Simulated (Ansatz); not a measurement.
## A vacancy of As at several sites of H-capped AlAs nanowire along [111] (68 atoms)

At which site of H-capped AlAs nanowire along [111] (68 atoms) does a vacancy of As cost least, and what about the site decides it?

Method: Kohn-Sham DFT, PBE, PAW (set soft_1), plane waves, in Ansatz 0.2.0.

## 1. The structure

The cell holds 68 atoms: 19 Al, 19 As and 30 H. Cell: a = 19.586 Å, b = 21.167 Å, c = 9.805 Å, α = 90.0°, β = 90.0°, γ = 90.0°. It derives from AlAs (zinc-blende). Diamond section of size parameter 6.53 Å cut from zinc-blende AlAs (a = 5.661 Å) along [111], 1 period, broken bonds capped with H, 9 Å of vacuum. Regions: wire, 38 atoms (19 Al and 19 As); hydrogen, 30 atoms (30 H). Vacuum lies along a and b. The structure repeats along c.

What the set-up can't give: Caps of real hydrogen don't mimic the fractional bonds of a polar compound, so surface states and strained caps may belong to the model.

## 2. Single point at the start

A single point comes first, to see the forces before anything moves.

input.yaml reads:

```yaml
crystal:
  lattice:
    - [19.58599, 0.0, 0.0]
    - [0.0, 21.16708, 0.0]
    - [0.0, 0.0, 9.80514]
  atoms:
    - { symbol: Al, position: [0.39817, 0.33622, 0.99643] }
    - { symbol: As, position: [0.39761, 0.33597, 0.24869] }
    - { symbol: Al, position: [0.39699, 0.44625, 0.33115] }
    - { symbol: As, position: [0.39726, 0.44812, 0.58212] }
    - { symbol: Al, position: [0.29671, 0.39292, 0.66586] }
    - { symbol: As, position: [0.29483, 0.39221, 0.91272] }
    - { symbol: Al, position: [0.39837, 0.66632, 0.00411] }
    - { symbol: As, position: [0.39739, 0.66453, 0.24847] }
    - { symbol: Al, position: [0.2954, 0.50335, 0.99958] }
    - { symbol: As, position: [0.29562, 0.50213, 0.24911] }
    - { symbol: Al, position: [0.29565, 0.61155, 0.32918] }
    - { symbol: As, position: [0.29659, 0.60934, 0.58186] }
    - { symbol: Al, position: [0.39954, 0.55664, 0.66951] }
    - { symbol: As, position: [0.3982, 0.5553, 0.91523] }
    - { symbol: Al, position: [0.60208, 0.3376, 0.99943] }
    - { symbol: As, position: [0.60323, 0.33612, 0.25114] }
    - { symbol: Al, position: [0.6013, 0.44625, 0.33307] }
    - { symbol: As, position: [0.601, 0.44675, 0.58148] }
    - { symbol: Al, position: [0.50043, 0.28316, 0.33273] }
    - { symbol: As, position: [0.49915, 0.2827, 0.58356] }
    - { symbol: Al, position: [0.49963, 0.39302, 0.66797] }
    - { symbol: As, position: [0.49881, 0.39274, 0.91589] }
    - { symbol: Al, position: [0.6038, 0.66484, 0.99649] }
    - { symbol: As, position: [0.60239, 0.66531, 0.25286] }
    - { symbol: Al, position: [0.49996, 0.50101, 0.99772] }
    - { symbol: As, position: [0.49953, 0.50077, 0.2509] }
    - { symbol: Al, position: [0.50042, 0.6097, 0.33238] }
    - { symbol: As, position: [0.50017, 0.61095, 0.58116] }
    - { symbol: Al, position: [0.49812, 0.72051, 0.66445] }
    - { symbol: As, position: [0.50021, 0.71947, 0.91712] }
    - { symbol: Al, position: [0.60319, 0.55633, 0.66352] }
    - { symbol: As, position: [0.60074, 0.55701, 0.9145] }
    - { symbol: Al, position: [0.70392, 0.39326, 0.66541] }
    - { symbol: As, position: [0.70344, 0.39102, 0.91586] }
    - { symbol: Al, position: [0.70304, 0.50135, 0.00107] }
    - { symbol: As, position: [0.70306, 0.50029, 0.25133] }
    - { symbol: Al, position: [0.70509, 0.61067, 0.33308] }
    - { symbol: As, position: [0.70329, 0.6112, 0.58231] }
    - { symbol: H, position: [0.39893, 0.26653, 0.94709] }
    - { symbol: H, position: [0.3348, 0.30386, 0.30003] }
    - { symbol: H, position: [0.29423, 0.32239, 0.61174] }
    - { symbol: H, position: [0.22965, 0.42582, 0.6109] }
    - { symbol: H, position: [0.23089, 0.35768, 0.96906] }
    - { symbol: H, position: [0.32962, 0.70072, 0.94398] }
    - { symbol: H, position: [0.39838, 0.73426, 0.30096] }
    - { symbol: H, position: [0.22806, 0.53728, 0.94661] }
    - { symbol: H, position: [0.23237, 0.46728, 0.30123] }
    - { symbol: H, position: [0.2319, 0.64546, 0.27709] }
    - { symbol: H, position: [0.2327, 0.57749, 0.63721] }
    - { symbol: H, position: [0.29511, 0.6779, 0.63608] }
    - { symbol: H, position: [0.60287, 0.2674, 0.94983] }
    - { symbol: H, position: [0.66578, 0.30281, 0.30112] }
    - { symbol: H, position: [0.50002, 0.21228, 0.28066] }
    - { symbol: H, position: [0.43741, 0.24935, 0.63614] }
    - { symbol: H, position: [0.56453, 0.24807, 0.63562] }
    - { symbol: H, position: [0.66893, 0.70109, 0.94557] }
    - { symbol: H, position: [0.6008, 0.73354, 0.30017] }
    - { symbol: H, position: [0.43437, 0.75568, 0.61341] }
    - { symbol: H, position: [0.56715, 0.75277, 0.6122] }
    - { symbol: H, position: [0.50063, 0.78712, 0.96919] }
    - { symbol: H, position: [0.70225, 0.32087, 0.61616] }
    - { symbol: H, position: [0.77, 0.42737, 0.61623] }
    - { symbol: H, position: [0.76796, 0.3563, 0.96996] }
    - { symbol: H, position: [0.76928, 0.53509, 0.94591] }
    - { symbol: H, position: [0.7689, 0.46624, 0.30147] }
    - { symbol: H, position: [0.76764, 0.64665, 0.27961] }
    - { symbol: H, position: [0.76842, 0.57717, 0.63341] }
    - { symbol: H, position: [0.70469, 0.67886, 0.63697] }
kpoints:
  mp_grid: { grid: [1, 1, 2] }
hamiltonian:
  xc: pbe
  pseudopotentials: { kind: paw, azcp: { folder: soft_1 } }
scf:
  occupations: { method: fermi_dirac, width: 0.025 }
output:
  forces: true
```

Launch:

```console
$ ansatz run input.yaml --threads 16 --pin off --max-ram 31232MiB --backend cpu --events-out ev --progress --plain --runs-dir out
```

Numbers of over 12 decimals in the logs are rounded to 6 here.

The program printed:

```text
Engine: ansatz 0.2.0, aarch64-unknown-linux-gnu
Pseudopotentials: kind: paw
Pseudopotential: Al, paw, valence charge 3, recommended cutoff 420 eV (normal), soft_1/Al.paw.azcp
Pseudopotential: As, paw, valence charge 15, recommended cutoff 420 eV (normal), soft_1/As.paw.azcp
Pseudopotential: H, paw, valence charge 1, recommended cutoff 420 eV (normal), soft_1/H.paw.azcp
Functional definition: PBE
  parameter kappa = 0.804
  parameter beta = 0.066725
  exchange = pbe_x(kappa = kappa, mu = beta*pi^2/3)
  correlation = pbe_c(beta = beta)
Crystal: 68 atoms, lattice volume = 4064.997 Å³
Basis set: ecut = 420 eV, 79535 PW (Γ), exchange–correlation on 270×288×144 points (8 copies of the dense FFT grid, shifted against one another)
Bands: 254, of which v1, the nominal top of the filled ones, is band 186 counted from 1 (185 counted from 0)
Symmetry: 1 space group operations
Space group: P1 (ITA 1), of the structure as read, at distance tolerance 1.6e-4 Å
k-points: 2
Non-local potential: Al, projectors of the file, l = 0: 2, l = 1: 2, l = 2: 1
Non-local potential: As, projectors of the file, l = 0: 2, l = 1: 2, l = 2: 3, l = 3: 1
Non-local potential: H, projectors of the file, l = 0: 2, l = 1: 1
PAW form: soft (Blöchl's): semilocal exchange-correlation on the pseudo side does not see the compensation charge
PAW one-centre angular grid: Al, 110 points (default); XC on 64 Gauss nodes
PAW one-centre angular grid: As, 590 points (default); XC on 64 Gauss nodes
PAW one-centre angular grid: H, 110 points (default); XC on 64 Gauss nodes
Initial density: superposition of atomic densities (neutral atoms: chi_scale 0, normalization atom)
Initial wavefunctions: pseudopotential atomic-orbital guess
Functional: x = pbe(κ = 0.804, μ = 0.219515), c = pbe(β = 0.066725)
SCF iter   1: F=—  HF=-102974.505962 eV  |F-HF|=—  |Δ(HF+E_count)|=         —  Δρ=3.12e-2  dr2=4.27e1  ethr=3.10e-3  ⟨swp⟩=7.0  Hψ=2275  notcnv=0  defer=16
preconditioner: auto → Resta (q_TF=auto, 1.831 Å⁻¹)  ε∞=1.7  [insulator: Δε(μ)=3.161 eV  Ē_g=9.523 eV  σ=0.025 eV  W_gap=1.00  n_scr=410 (ndim 8)  ℏωp=7.9 eV  f_vac=0.644  D(μ)=0.00/eV (n_scr^D=0)  ε∞_Penn≈1.7  vacuum switching on, ρ_ref=6.6e-3 e/Å³]
SCF iter   2: F=—  HF=-102962.819560 eV  |F-HF|=—  |Δ(HF+E_count)|=    1.17e1  Δρ=1.30e-2  dr2=7.58e0  ethr=3.10e-3  ⟨swp⟩=3.0  Hψ=760  notcnv=0  defer=123
SCF iter   3: F=—  HF=-102960.989828 eV  |F-HF|=—  |Δ(HF+E_count)|=    1.83e0  Δρ=3.00e-3  dr2=1.47e0  ethr=2.04e-3  ⟨swp⟩=4.5  Hψ=568  notcnv=0  defer=45
automatic band count: iteration 3 solves 215 bands in place of 254: the levels show a gap, and the empty bands left out lie too high to hold charge; the band table lists the bands solved (type scf.n_extra_bands for more)
SCF iter   4: F=—  HF=-102960.730277 eV  |F-HF|=—  |Δ(HF+E_count)|=   2.60e-1  Δρ=1.33e-3  dr2=1.18e-1  ethr=3.95e-4  ⟨swp⟩=4.0  Hψ=635  notcnv=0  defer=45
SCF iter   5: F=—  HF=-102960.731421 eV  |F-HF|=—  |Δ(HF+E_count)|=   1.14e-3  Δρ=4.66e-4  dr2=1.14e-2  ethr=3.16e-5  ⟨swp⟩=4.0  Hψ=703  notcnv=0  defer=45
SCF iter   6: F=—  HF=-102960.732243 eV  |F-HF|=—  |Δ(HF+E_count)|=   8.22e-4  Δρ=1.52e-4  dr2=1.08e-3  ethr=3.06e-6  ⟨swp⟩=2.0  Hψ=679  notcnv=0  defer=45
SCF iter   7: F=—  HF=-102960.732990 eV  |F-HF|=—  |Δ(HF+E_count)|=   7.47e-4  Δρ=5.13e-5  dr2=3.52e-4  ethr=2.89e-7  ⟨swp⟩=2.0  Hψ=547  notcnv=0  defer=45
SCF iter   8: F=—  HF=-102960.733021 eV  |F-HF|=—  |Δ(HF+E_count)|=   3.05e-5  Δρ=1.67e-5  dr2=1.19e-5  ethr=9.47e-8  ⟨swp⟩=2.0  Hψ=667  notcnv=0  defer=45
SCF iter   9: F=—  HF=-102960.733617 eV  |F-HF|=—  |Δ(HF+E_count)|=   5.96e-4  Δρ=5.20e-6  dr2=1.69e-6  ethr=3.19e-9  ⟨swp⟩=2.0  Hψ=712  notcnv=0  defer=45
SCF iter  10: F=—  HF=-102960.733619 eV  |F-HF|=—  |Δ(HF+E_count)|=   2.31e-6  Δρ=2.10e-6  dr2=1.03e-6  ethr=4.54e-10  ⟨swp⟩=2.0  Hψ=667  notcnv=0  defer=45
SCF iter  11: F=-102960.733619 eV  HF=-102960.733619 eV  |F-HF|=1.73e-8  |Δ(HF+E_count)|=   4.29e-8  Δρ=8.87e-7  dr2=5.25e-8  ethr=2.69e-11  ⟨swp⟩=3.0  Hψ=1545  notcnv=0
SCF 1 converged in 11 iterations: F = -102960.733619 eV  dr2 = 5.25e-8
  greatest PAW one-centre occupation: 0.999 electrons in one spin orbital (limit 2), on the As atom at site 11 (counted from 0), in its partial waves of l = 2
SCF converged after 11 iterations
Free energy (F): -102960.733619 eV
Harris-Foulkes:  -102960.733619 eV  (|F-HF|=1.73e-8)
Internal energy: -102960.733619 eV  (E = F + TS)
E sigma→0 (E₀):  -102960.733619 eV
Fermi energy:    -1.909095 eV
--- Per-component energies (eV) ---
  E_band       = -8485.150602
  E_kinetic    = 2676.963332
  E_local      = -196419.069648  (includes V_loc(G=0)·N_el)
  E_nonlocal   = -7253.735042
  E_hartree    = 98512.725316
  E_xc         = -2309.927181
  E_vxc        = -2283.721195  (∫ρ·V_xc dr)
  E_paw        = -47199.183314  (= ΣΔE_a)
  E_vpaw       = -2231.015307  (= ΣTr[D̂ρ^β])
  E_aug_tail   = -0.028052  (compensation charges beyond the density's cutoff)
  E_ewald      = 49031.520969
  E_smearing   = -0.000000  (= −TS)
  E_closure    = 0.000000  (closes the sum)
  Σ components = -102960.733619   (vs F -102960.733619, Δ=0.00e0)
--- Forces (eV/Å), atoms counted from 1 ---
  atom   1  Al    -0.54818975    -0.03417074    -0.05460858
  atom   2  As     0.54238668     0.75294837    -0.12926500
  atom   3  Al    -0.26804258    -0.29187459     0.45219348
  atom   4  As     0.27085123    -0.05207585     0.06569940
  atom   5  Al    -0.83068914    -0.49366051    -0.58863809
  atom   6  As     0.18010147     0.14558656     0.88317016
  atom   7  Al    -0.87715485     0.43599839    -1.12097299
  atom   8  As     0.45921718     0.37486717     0.68764865
  atom   9  Al    -0.70584256    -0.32322185    -0.47766698
  atom  10  As     0.22758697    -0.13599196     0.14998639
  atom  11  Al    -0.31227035    -0.06283568     0.26769109
  atom  12  As     0.08769088     0.39424350     0.06175163
  atom  13  Al     0.29363419    -0.30253589    -0.05475220
  atom  14  As     0.18537825     0.28640615     0.63868644
[...]
atom  67  H     -0.45936420     0.50666519    -0.00031287
  atom  68  H      0.20419762    -0.38498968     0.02521049
  max |Σ_I F_I| component: 1.48e-4 eV/Å
```

Wall time 14 s (16 threads of Arm Neoverse V2, shared host); peak memory 9.5 GiB.

The r.m.s. force at the start is 0.37 eV/Å.

## 3. Relaxation

The atoms are relaxed in the fixed cell, aiming at the force tolerance of the input.

input.yaml reads:

```yaml
crystal:
  lattice:
    - [19.58599, 0.0, 0.0]
    - [0.0, 21.16708, 0.0]
    - [0.0, 0.0, 9.80514]
  atoms:
    [... the 68 atom lines of step 2 ...]
kpoints:
  mp_grid: { grid: [1, 1, 2] }
hamiltonian:
  xc: pbe
  pseudopotentials: { kind: paw, azcp: { folder: soft_1 } }
scf:
  occupations: { method: fermi_dirac, width: 0.025 }
output:
  forces: true
relax:
  f_tol: 0.05
  max_steps: 120
```

The program printed:

```text
[...]
Crystal: 68 atoms, lattice volume = 4064.997 Å³
Basis set: ecut = 420 eV, 79535 PW (Γ), exchange–correlation on 270×288×144 points (8 copies of the dense FFT grid, shifted against one another)
Bands: 254, of which v1, the nominal top of the filled ones, is band 186 counted from 1 (185 counted from 0)
Symmetry: 1 space group operations
[...]
k-points: 2
[...]
SCF iter   1: F=—  HF=-102974.505963 eV  |F-HF|=—  |Δ(HF+E_count)|=         —  Δρ=3.12e-2  dr2=4.27e1  ethr=3.10e-3  ⟨swp⟩=7.0  Hψ=2275  notcnv=0  defer=16
[...]
SCF iter   8: F=-102960.733615 eV  HF=-102960.733602 eV  |F-HF|=1.26e-5  |Δ(HF+E_count)|=   2.51e-5  Δρ=1.68e-5  dr2=1.19e-5  ethr=1.68e-8  ⟨swp⟩=3.0  Hψ=1616  notcnv=0
SCF 1 converged in 8 iterations: F = -102960.733615 eV  dr2 = 1.19e-5
[...]
relax step   1: F+E_penalty+E_count = -102960.73361466 eV  Δ(F+E_penalty+E_count) = +0.000e0 eV  max|allowed force component| = 1.121e0 eV/Å  Δτ_max = 0.0000 Å  (8 SCF iters, dr2 threshold 6.25e-5 eV, accepted)
[...]
relax step   2: F+E_penalty+E_count = -102962.58951408 eV  Δ(F+E_penalty+E_count) = -1.856e0 eV  max|allowed force component| = 3.293e-1 eV/Å  Δτ_max = 0.1949 Å  (6 SCF iters, dr2 threshold 7.85e-5 eV, accepted)
[...]
relax step   3: F+E_penalty+E_count = -102962.72470317 eV  Δ(F+E_penalty+E_count) = -1.352e-1 eV  max|allowed force component| = 7.294e-2 eV/Å  Δτ_max = 0.2000 Å  (7 SCF iters, dr2 threshold 6.78e-6 eV, accepted)
[...]
relax step   4: F+E_penalty+E_count = -102962.73654418 eV  Δ(F+E_penalty+E_count) = -1.184e-2 eV  max|allowed force component| = 1.290e-2 eV/Å  Δτ_max = 0.0541 Å  (7 SCF iters, accepted)
SCF converged after 7 iterations
Free energy (F): -102962.736544 eV
[...]
Internal energy: -102962.736544 eV  (E = F + TS)
E sigma→0 (E₀):  -102962.736544 eV
Fermi energy:    -1.830098 eV
[...]
--- Forces (eV/Å), atoms counted from 1 ---
  atom   1  Al    -0.00094078    -0.00108776     0.00313352
  atom   2  As    -0.00047707    -0.00202777    -0.00275989
  atom   3  Al     0.00275332     0.00040747     0.00466132
  atom   4  As     0.00009416    -0.00155023     0.00801572
  atom   5  Al     0.00231062     0.00284333    -0.00698720
  atom   6  As     0.00484205     0.00309903    -0.00382103
  atom   7  Al    -0.00040131     0.00032803    -0.00091635
  atom   8  As    -0.00174446     0.00222542    -0.00261593
  atom   9  Al     0.00061138     0.00086823     0.00041793
  atom  10  As    -0.00178161     0.00052280    -0.00226138
  atom  11  Al    -0.00121350    -0.00063719     0.00644709
  atom  12  As     0.00073215    -0.00096644     0.01038080
  atom  13  Al    -0.00543621     0.00410425    -0.01272343
  atom  14  As     0.00327676    -0.00226032     0.00018996
[...]
atom  67  H     -0.00027190    -0.00819160     0.00001483
  atom  68  H     -0.00408370    -0.00184295     0.00049862
  max |Σ_I F_I| component: 2.54e-5 eV/Å
--- Relaxed structure (4 steps of the walk, 4 accepted, 0 SCFs on fresh bases) ---
  F+E_penalty+E_count = -102962.73654418 eV   max|allowed force component| = 1.290e-2 eV/Å
  atoms:
    - { symbol: Al, position: [0.395232, 0.330793, 0.993712] }
    - { symbol: As, position: [0.401593, 0.337649, 0.248297] }
    - { symbol: Al, position: [0.397734, 0.446812, 0.342486] }
    - { symbol: As, position: [0.393976, 0.444755, 0.591998] }
[...]
- { symbol: H, position: [0.705048, 0.675727, 0.641209] }
```

The job ended after 39 s (16 threads; peak memory 9.6 GiB; 9.2 min of CPU time).

The relaxation converged after 4 steps, 2.00 eV below its start, with a largest force component of 0.013 eV/Å.

[end of part 1 of 3]

[Logs are printed without paths, hosts, clocks, repeated set-up lines and the standing remarks that a program may print on its own settings, such as how far it seeks lower states.]

[Hosts, paths, dates, database ids (printed as entryN), source tags and the programs' standing remarks are cut or masked in the printed files.]
